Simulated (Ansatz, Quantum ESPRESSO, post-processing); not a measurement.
# The work function of Rh(100), 5 layers, one monolayer of Si on hollow sites, level by level, part 5 of 5

How much energy does it take to lift an electron out of Rh(100), 5 layers, one monolayer of Si on hollow sites, and how far do the settings matter?

Quantum ESPRESSO 7.5; plane-wave DFT, PBE, GBRV ultrasoft pseudopotentials; geometry and cross-check by Ansatz 0.2.0 with PAW datasets.

So far. Step 6 (Ground state: PBE, SG15 norm-conserving): The upper face goes from 5.467 eV (PBE, GBRV) to 5.460 eV, a change of -0.007 eV. Step 7 (Ground state: vdW-DF-cx, GBRV ultrasoft): The upper face goes from 5.467 eV (PBE, GBRV) to 5.578 eV, a change of +0.111 eV.

## Step 9: Potential by pp.x

plot_num = 11 writes the bare and Hartree potential. It leaves out exchange and correlation, which fade slowly, so it flattens close to the surface.

nodip.pot.in reads:

```
&inputpp
  prefix = 'nodip'
  outdir = './out'
  filplot = 'nodip.pot.dat'
  plot_num = 11
/
```

On the command line:

```bash
$ OMP_NUM_THREADS=1 mpirun -n 4 pp.x -in nodip.pot.in > nodip.pot.out
```

Run time: 1 s. Hardware: 4 MPI ranks of Arm Neoverse V1, shared host; peak memory 0.11 GiB; 3.8 s of CPU time.

The potential energy, planar mean oscillates, so the rows of the table below give means over windows of 1.94 Å about each position, cut where the curve ends. Its maxima inside the range that stand out by 2 % of the span (Å: eV): 9.2: -3.11, 11.2: -3.41, 13.1: -2.97, 15.1: -1.87, 17.0: -6.28. Its minima: 8.3: -15.6, 10.2: -16.0, 12.1: -16.0, 14.1: -15.8, 16.1: -16.3, 17.7: -14.9.

Electrostatic potential energy of an electron; zero at the Fermi level. Table of potential energy, planar mean by z; means over each step:

z (Å), potential energy, planar mean (eV) and a bar from the least value:
```
     0.97        5.2 ##############################
     2.91        5.2 ##############################
     4.85        5.1 ##############################
     6.79        2.4 #########################
     8.73       -9.6 ###
    10.67      -10.0 ###
    12.61       -9.8 ###
    14.55       -9.0 ####
    16.49      -11.4 
    18.43       -4.4 #############
    20.37        5.3 ##############################
    22.31        5.4 ##############################
    24.25        5.3 ##############################
    26.19        5.3 ##############################
```

The vacuum now slopes by 28 meV/Å: the images' field stands in it, and it also polarises the slab.

## Step 10: All levels side by side

All levels:

```tsv
level	upper face (eV)	lower face (eV)	dipole (e Å)	CPU time (s)
QE PBE GBRV, ESM bc1	5.467	5.05	-	703.3
QE rev-vdW-DF2 GBRV ultrasoft, ESM bc1	5.634	5.359	-	894.5
QE PBE SG15 norm-conserving, ESM bc1	5.46	5.037	-	911.9
QE vdW-DF-cx GBRV ultrasoft, ESM bc1	5.578	5.247	-	890.2
QE PBE GBRV, periodic uncorrected (sloping vacuum, so no single level)	5.335	5.174	-	336.5
Ansatz PBE PAW, sawtooth (time of the whole relaxation)	5.43	5.047	-0.01532	91.48
```

The times are CPU seconds on a shared host; the codes use unlike cutoffs, datasets and smearings, so their times compare unlike work.

## Step 11: Self-consistent run, with smearing = fd and degauss = 0.05

How much does a setting matter? One run is repeated with a change.

esm.w0.in reads:

```
&control
  prefix = 'esm.w0'
  outdir = './out'
  pseudo_dir = './pseudo'
  calculation = 'scf'
  tprnfor = .true.
/
&system
  ibrav = 0
  nat = 6
  ntyp = 2
  ecutwfc = 40
  ecutrho = 200
  occupations = 'smearing'
  smearing = 'fd'
  degauss = 0.05
  assume_isolated = 'esm'
  esm_bc = 'bc1'
/
&electrons
  conv_thr = 1e-07
  mixing_beta = 0.4
  electron_maxstep = 120
  mixing_mode = 'local-TF'
/
ATOMIC_SPECIES
  Rh  102.9055  rh_pbe_v1.4.uspp.F.UPF
  Si  28.0850  si_pbe_v1.uspp.F.UPF
CELL_PARAMETERS angstrom
  2.68700576850000 0.00000000000000 0.00000000000000
  0.00000000000000 2.68700576850000 0.00000000000000
  0.00000000000000 0.00000000000000 26.60000000000000
ATOMIC_POSITIONS crystal
  Rh  0.000000000000 0.000000000000 -0.176922274541
  Rh  0.500000000000 0.500000000000 -0.105493703141
  Rh  0.000000000000 0.000000000000 -0.034065131741
  Rh  0.500000000000 0.500000000000 0.038180307261
  Rh  0.000000000000 0.000000000000 0.114298042397
  Si  0.500000000000 0.500000000000 0.176922274541
K_POINTS automatic
  10 10 1 0 0 0
```

On the command line:

```bash
$ OMP_NUM_THREADS=1 mpirun -n 4 pw.x -nk 4 -in esm.w0.in > esm.w0.out
```

What it wrote:

```text
[banner, memory and clock lines left out]
Program PWSCF v.7.5 starts
[citation notice left out]

[...]
Message from routine setup:
[...]
bravais-lattice index     =            0
     lattice parameter (alat)  =       5.0777  a.u.
     unit-cell volume          =    1296.0311 (a.u.)^3
     number of atoms/cell      =            6
     number of atomic types    =            2
     number of electrons       =        79.00
     number of Kohn-Sham states=           48
     kinetic-energy cutoff     =      40.0000  Ry
     charge density cutoff     =     200.0000  Ry
     scf convergence threshold =      1.0E-07
     mixing beta               =       0.4000
     number of iterations used =            8  local-TF  mixing
     Exchange-correlation= SLA  PW   PBE  PBE
                           (   1   4   3   4   0   0   0)

     Effective Screening Medium Method
     Boundary Conditions: Vacuum-Slab-Vacuum
     total charge in unit cell        =   0.0000
     grid points for fit at edges     =        4

[...]
PseudoPot. # 1 for Rh read from file:
     ./pseudo/rh_pbe_v1.4.uspp.F.UPF
     Pseudo is Ultrasoft + core correction, Zval = 15.0
     Generated by new atomic code, or converted to UPF format
     Using radial grid of  969 points,  7 beta functions with:
                l(1) =   0
                l(2) =   0
                l(3) =   1
                l(4) =   1
                l(5) =   2
                l(6) =   2
                l(7) =   2
     Q(r) pseudized with  8 coefficients,  rinner =    1.200   1.200   1.200
                                                       1.200   1.200

     PseudoPot. # 2 for Si read from file:
     ./pseudo/si_pbe_v1.uspp.F.UPF
     Pseudo is Ultrasoft + core correction, Zval =  4.0
     Generated by new atomic code, or converted to UPF format
     Using radial grid of  899 points,  6 beta functions with:
                l(1) =   0
                l(2) =   0
                l(3) =   1
                l(4) =   1
                l(5) =   2
                l(6) =   2
     Q(r) pseudized with  8 coefficients,  rinner =    0.900   0.900   0.900
                                                       0.900   0.900

     atomic species   valence    mass     pseudopotential
     Rh               15.00   102.90550     Rh( 1.00)
     Si                4.00    28.08500     Si( 1.00)

      8 Sym. Ops. (no inversion) found

[...]
number of k points=    21  Fermi-Dirac smearing, width (Ry)=  0.0500
[...]
Dense  grid:    62047 G-vectors     FFT dimensions: (  24,  24, 240)

     Smooth grid:    44311 G-vectors     FFT dimensions: (  24,  24, 216)

     Initial potential from superposition of free atoms

     starting charge      76.4988, renormalised to      79.0000

     negative rho (up, down):  2.829E-01 0.000E+00
     Starting wfcs are   64 randomized atomic wfcs

     per-process dynamical memory:    73.7 Mb

     Self-consistent Calculation

     iteration #  1     ecut=    40.00 Ry     beta= 0.40
     Davidson diagonalization with overlap
     ethr =  1.00E-02,  avg # of iterations =  4.6

     negative rho (up, down):  3.094E-01 0.000E+00

     total energy              =    -864.56970359 Ry
     estimated scf accuracy    <     287.08695741 Ry

     iteration #  2     ecut=    40.00 Ry     beta= 0.40
[...]
negative rho (up, down):  3.154E-01 0.000E+00

[...]
total energy              =    -865.38763544 Ry
     estimated scf accuracy    <      36.73460583 Ry

     iteration #  3     ecut=    40.00 Ry     beta= 0.40
[...]
negative rho (up, down):  3.143E-01 0.000E+00

[...]
total energy              =    -865.80894787 Ry
     estimated scf accuracy    <       6.38437107 Ry

     iteration #  4     ecut=    40.00 Ry     beta= 0.40
[...]
negative rho (up, down):  3.155E-01 0.000E+00

[...]
total energy              =    -865.28837101 Ry
     estimated scf accuracy    <       3.34540909 Ry

     iteration #  5     ecut=    40.00 Ry     beta= 0.40
[...]
negative rho (up, down):  3.137E-01 0.000E+00

[...]
total energy              =    -865.69654626 Ry
     estimated scf accuracy    <       0.83188719 Ry

     iteration #  6     ecut=    40.00 Ry     beta= 0.40
[...]
negative rho (up, down):  3.110E-01 0.000E+00

[...]
total energy              =    -865.84832705 Ry
     estimated scf accuracy    <       9.64301825 Ry

[...]
iteration # 38     ecut=    40.00 Ry     beta= 0.40
[...]
negative rho (up, down):  2.914E-01 0.000E+00

[...]
total energy              =    -865.90795480 Ry
     estimated scf accuracy    <       0.00000048 Ry

     iteration # 39     ecut=    40.00 Ry     beta= 0.40
[...]
negative rho (up, down):  2.915E-01 0.000E+00

[...]
total energy              =    -865.90793675 Ry
     estimated scf accuracy    <       0.00000023 Ry

     iteration # 40     ecut=    40.00 Ry     beta= 0.40
[...]
negative rho (up, down):  2.915E-01 0.000E+00

[...]
total energy              =    -865.90792439 Ry
     estimated scf accuracy    <       0.00000036 Ry

     iteration # 41     ecut=    40.00 Ry     beta= 0.40
[...]
negative rho (up, down):  2.915E-01 0.000E+00

[...]
End of self-consistent calculation

          k = 0.0000 0.0000 0.0000 (  5501 PWs)   bands (ev):

   -52.1158 -51.9897 -51.8066 -51.7422 -51.7422 -51.7230 -51.7230 -51.6131
   -51.6131 -51.5724 -51.5025 -51.5025 -51.3399 -51.2564 -51.2564 -16.5265
   -12.6843 -11.6094 -11.2319 -11.0805 -10.8874 -10.4575 -10.4454  -9.8478
    -9.0710  -8.4625  -7.9582  -7.9582  -7.4019  -7.4019  -7.2718  -7.0783
    -6.5753  -6.5753  -6.5495  -6.4020  -5.9884  -5.7302  -5.4757  -5.4757
    -5.3912  -4.9463  -4.8877  -4.6608  -4.5192  -4.5192  -3.0276  -0.5882

          k = 0.0000 0.1000 0.0000 (  5505 PWs)   bands (ev):

   -52.1032 -51.9898 -51.8429 -51.7780 -51.7354 -51.7299 -51.7180 -51.6705
   -51.6106 -51.5557 -51.5374 -51.5028 -51.3378 -51.2905 -51.2544 -16.3354
   -12.4374 -11.4031 -11.0559 -10.8940 -10.7028 -10.3214 -10.2461  -9.7056
    -8.9811  -8.3725  -8.0753  -7.8922  -7.7692  -7.6383  -7.4092  -6.9516
    -6.8207  -6.7375  -6.4061  -6.2148  -6.1017  -5.9022  -5.7783  -5.7661
    -5.3044  -5.2351  -5.1096  -4.7735  -4.4504  -3.8564  -1.9821  -0.3741

[...]
the Fermi energy is    -5.1076 ev

!    total energy              =    -865.90790403 Ry
     estimated scf accuracy    <       0.00000007 Ry
     smearing contrib. (-TS)   =      -0.70706287 Ry
     internal energy E=F+TS    =    -865.20084116 Ry

     The total energy is F=E-TS. E is the sum of the following terms:
     one-electron contribution =   19463.12830643 Ry
     hartree contribution      =   -9735.99104196 Ry
     xc contribution           =    -154.07735169 Ry
     ewald contribution        =  -10438.26075395 Ry

     convergence has been achieved in  41 iterations

     negative rho (up, down):  2.915E-01 0.000E+00

     Forces acting on atoms (cartesian axes, Ry/au):

     atom    1 type  1   force =     0.00000000    0.00000000   -0.02365362
     atom    2 type  1   force =     0.00000000    0.00000000   -0.01352568
     atom    3 type  1   force =     0.00000000    0.00000000    0.00958754
     atom    4 type  1   force =     0.00000000    0.00000000    0.01227558
     atom    5 type  1   force =     0.00000000    0.00000000    0.00170267
     atom    6 type  2   force =     0.00000000    0.00000000    0.01318498

     Total force =     0.034085     Total SCF correction =     0.002809

[...]
```

The job ended after 3 min (4 MPI ranks; peak memory 0.7 GiB).

The changed values were drawn from a wide range, not chosen for quality; the comparison shows what they did here together.

Beside the run it was changed from:

```tsv
quantity	this run	unchanged run	difference
vacuum line at the upper end of the cell, over the Fermi level (eV)	5.187	5.467	-0.28
vacuum line at the lower end of the cell, over the Fermi level (eV)	5.029	5.050	-0.021
free energy (eV)	-11781.28	-11775.97	-5.3
wall time (s)	182	176	
SCF iterations	41	43
```

The free energy moves by -8.9e+02 meV an atom.

The free energy holds the smearing's entropy term, so it moves with degauss by construction.

Levels move by up to 280 meV, so the change matters at the level of the results.

## Step 12: SCF with pw.x, with LDIPOL = 400

One more run, with a changed input.

esm.bad.in reads:

```
&control
  prefix = 'esm.bad'
  outdir = './out'
  pseudo_dir = './pseudo'
  calculation = 'scf'
  tprnfor = .true.
/
&system
  ibrav = 0
  nat = 6
  ntyp = 2
  ecutwfc = 40
  ecutrho = 200
  occupations = 'smearing'
  smearing = 'mv'
  degauss = 0.02
  assume_isolated = 'esm'
  esm_bc = 'bc1'
  LDIPOL = 400
/
&electrons
  conv_thr = 1e-07
  mixing_beta = 0.4
  electron_maxstep = 75
  mixing_mode = 'local-TF'
/
ATOMIC_SPECIES
  Rh  102.9055  rh_pbe_v1.4.uspp.F.UPF
  Si  28.0850  si_pbe_v1.uspp.F.UPF
CELL_PARAMETERS angstrom
  2.68700576850000 0.00000000000000 0.00000000000000
  0.00000000000000 2.68700576850000 0.00000000000000
  0.00000000000000 0.00000000000000 26.60000000000000
ATOMIC_POSITIONS crystal
  Rh  0.000000000000 0.000000000000 -0.176922274541
  Rh  0.500000000000 0.500000000000 -0.105493703141
  Rh  0.000000000000 0.000000000000 -0.034065131741
  Rh  0.500000000000 0.500000000000 0.038180307261
  Rh  0.000000000000 0.000000000000 0.114298042397
  Si  0.500000000000 0.500000000000 0.176922274541
K_POINTS automatic
  10 10 1 0 0 0
```

On the command line:

```bash
$ OMP_NUM_THREADS=1 mpirun -n 4 pw.x -nk 4 -in esm.bad.in > esm.bad.out
```

What it wrote:

```text
[banner, memory and clock lines left out]
Program PWSCF v.7.5 starts

          URL

 %%%%%%%%%%%%%%%%%%%%%%%%%%%%%%%%%%%%%%%%%%%%%%%%%%%%%%%%%%%%%%%%%%%%%%%%%%%%%%
     Error in routine  read_namelists (1):
      bad line in namelist &system: "  LDIPOL = 400" (error could be in the previous line)
 %%%%%%%%%%%%%%%%%%%%%%%%%%%%%%%%%%%%%%%%%%%%%%%%%%%%%%%%%%%%%%%%%%%%%%%%%%%%%%

     stopping ...
[the rest left out]
```

Wall time 0.49 s (4 MPI ranks); peak memory 0.1 GiB.

The program refused the input before any cycle.

The program's message: “Error in routine  read_namelists (1): bad line in namelist &system: "  LDIPOL = 400" (error could be in the previous line)”

The change that led to it: system.LDIPOL = 400.

The message: “read_namelists (1): bad line in namelist &system: " LDIPOL = 400" (error could be in the previous line)”. The key belongs to another program and has no place in any namelist here; the line has to go.

## Step 13: Summary of results

```
covered face by ESM    : 5.47 eV
covered face by Ansatz : 5.43 eV
```

**Reading.** At the first level (PBE, GBRV ultrasoft) the work function comes to 5.47 eV on the upper face and 5.05 eV on the lower. Over the levels tried, the uncorrected run apart, the upper face spans 5.43 eV (Ansatz PBE PAW, sawtooth) to 5.63 eV (QE rev-vdW-DF2 GBRV ultrasoft, ESM bc1). Without a correction the vacuum potential slopes by 28 meV/Å, so no single vacuum level can be read. Ansatz ran with Fermi-Dirac smearing of 0.1 eV against cold smearing of 0.02 Ry, which alone can move a level by some tens of meV. With 10×10 points and so few layers the values hold to some 0.05 to 0.1 eV. The slab is cut at a tabulated measured bulk lattice constant, given to two decimals. A full 1×1 monolayer may not be the stable structure at this coverage.

[Logs are printed without paths, hosts, clocks, repeated set-up lines and the standing remarks that a program may print on its own settings, such as how far it seeks lower states.]

[Hosts, paths, dates, database ids (printed as entryN), source tags and the programs' standing remarks are cut or masked in the printed files.]

[Maps of the electrostatic potential energy from Ansatz leave out the sawtooth potential of an applied field or a dipole correction, so their vacuum need not be flat; planar profiles and work functions include it.]
